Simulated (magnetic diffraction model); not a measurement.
## LiMnCr2: what an assumed order does to the neutron pattern

Space group R-3m (no. 166), a = 3.2420 Å, c = 18.2210 Å.

```
site  atom    x    y       z
  3a    Mn    0    0       0
  6c    Cr    0    0  0.2643
  3b    Li  1/3  2/3     1/6
```

This is a made-up structure (elements placed in a structure type, unrelaxed), so the numbers test the method and describe no known phase.

Only Mn and Cr are taken to order (form factors of Mn2+ and Cr2+); orders and moment sizes are assumed, and not adapted to the symmetry. Radiation: neutrons of λ = 1.594 Å, 8° to 95°; isotropic B of 0.56 Å² (Mn), 0.79 Å² (Cr) and 1.19 Å² (Li). Simulated constant-wavelength pattern: nuclear and magnetic terms add, the magnetic one as |2.695 fm × Σ f S⊥ exp(2πi Q·r) exp(−B s²)|², summed over all Q at one angle with the factor 1/(sin²θ cos θ). For collinear order S is the moment m, which repeats by lattice and centring translations R with the sign exp(−2πi k·R). Free-ion form factors, Sears's scattering lengths of 1992, no absorption; a label names one of the reflections at its angle. The strongest nuclear line in the range is 100, and lines under 0.2 are left out.

Assume the order k = (1/2 0 1/2), collinear moments along [100], 2.06 μB on Mn and 1.4 μB on Cr; signs + at (0, 0, 0), + at (0, 0, 0.2643), − at (2/3, 1/3, 0.0690).

Q: Where does magnetic intensity appear, and how strong is it?

| 2θ (°) | index | nuclear | magnetic |
| --- | --- | --- | --- |
| 16.51 | (1/2 0 1/2) | 0.0 | 22.0 |
| 20.64 | (1/2 0 -5/2) | 0.0 | 0.6 |
| 24.10 | (1/2 0 7/2) | 0.0 | 27.4 |
| 30.43 | (0 0 6) | 36.8 | 0.0 |
| 33.38 | (1 0 1) | 4.2 | 0.0 |
| 34.56 | (0 1 2) | 100.0 | 0.0 |
| 36.71 | (1/2 -1 9/2) | 0.0 | 9.2 |
| 37.06 | (1/2 0 13/2) | 0.0 | 1.2 |
| 38.96 | (1 0 4) | 0.7 | 0.0 |
| 42.00 | (0 1 5) | 10.8 | 0.0 |
| 44.19 | (1/2 1 -1/2) | 0.0 | 4.0 |
| 46.37 | (0 0 9) | 6.0 | 0.0 |
| 46.90 | (1/2 0 -17/2) | 0.0 | 1.0 |
| 47.85 | (1/2 1 -7/2) | 0.0 | 4.4 |
| 48.40 | (1/2 -1 15/2) | 0.0 | 8.0 |
| 49.36 | (1 0 7) | 1.7 | 0.0 |
| 55.95 | (3/2 0 9/2) | 0.0 | 0.8 |
| 56.20 | (1/2 1 -13/2) | 0.0 | 0.4 |
| 58.90 | (1 1 0) | 0.6 | 0.0 |
| 61.62 | (3/2 -2 1/2) | 0.0 | 1.4 |
| 62.79 | (1/2 -1 21/2) | 0.0 | 0.7 |
| 62.86 | (1 0 10) | 20.4 | 0.0 |
| 63.02 | (1/2 0 -23/2) | 0.0 | 1.2 |
| 63.32 | (0 0 12) | 0.3 | 0.0 |
| 63.80 | (1/2 1 17/2) | 0.0 | 0.4 |
| 64.57 | (3/2 -2 7/2) | 0.0 | 1.5 |
| 65.03 | (3/2 0 15/2) | 0.0 | 1.1 |
| 67.74 | (1 1 6) | 49.1 | 0.0 |
| 67.92 | (0 1 11) | 2.8 | 0.0 |
| 69.42 | (0 2 1) | 1.2 | 0.0 |
| 70.12 | (2 0 2) | 26.9 | 0.0 |
| 72.89 | (0 2 4) | 0.2 | 0.0 |
| 74.95 | (2 0 5) | 4.0 | 0.0 |
| 76.50 | (3/2 1 1/2) | 0.0 | 0.2 |
| 77.77 | (1/2 1 23/2) | 0.0 | 0.6 |
| 78.08 | (1 1 9) | 14.9 | 0.0 |
| 78.92 | (1 0 13) | 10.5 | 0.0 |
| 79.19 | (3/2 1 7/2) | 0.0 | 0.2 |
| 80.34 | (0 2 7) | 0.6 | 0.0 |
| 82.01 | (0 0 15) | 1.1 | 0.0 |
| 84.90 | (0 1 14) | 7.6 | 0.0 |
| 85.62 | (1/2 2 9/2) | 0.0 | 0.2 |
| 91.56 | (0 2 10) | 11.4 | 0.0 |
| 91.71 | (1/2 -2 23/2) | 0.0 | 0.2 |
| 91.98 | (1 1 12) | 1.1 | 0.0 |
| 93.52 | (1/2 2 15/2) | 0.0 | 0.3 |

The strongest magnetic line in the range is (1/2 0 7/2) at 24.10° (27.4). On top of the Lorentz factor, which all lines share, magnetic lines fade with angle because f falls: for Mn2+ it is 0.90, 0.66, 0.41 and 0.12 at sin θ/λ = 0.1, 0.2, 0.3 and 0.5 Å⁻¹, while nuclear lengths stay constant. The order has no net moment.

[Logs are printed without paths, hosts, clocks, repeated set-up lines and the standing remarks that a program may print on its own settings, such as how far it seeks lower states.]
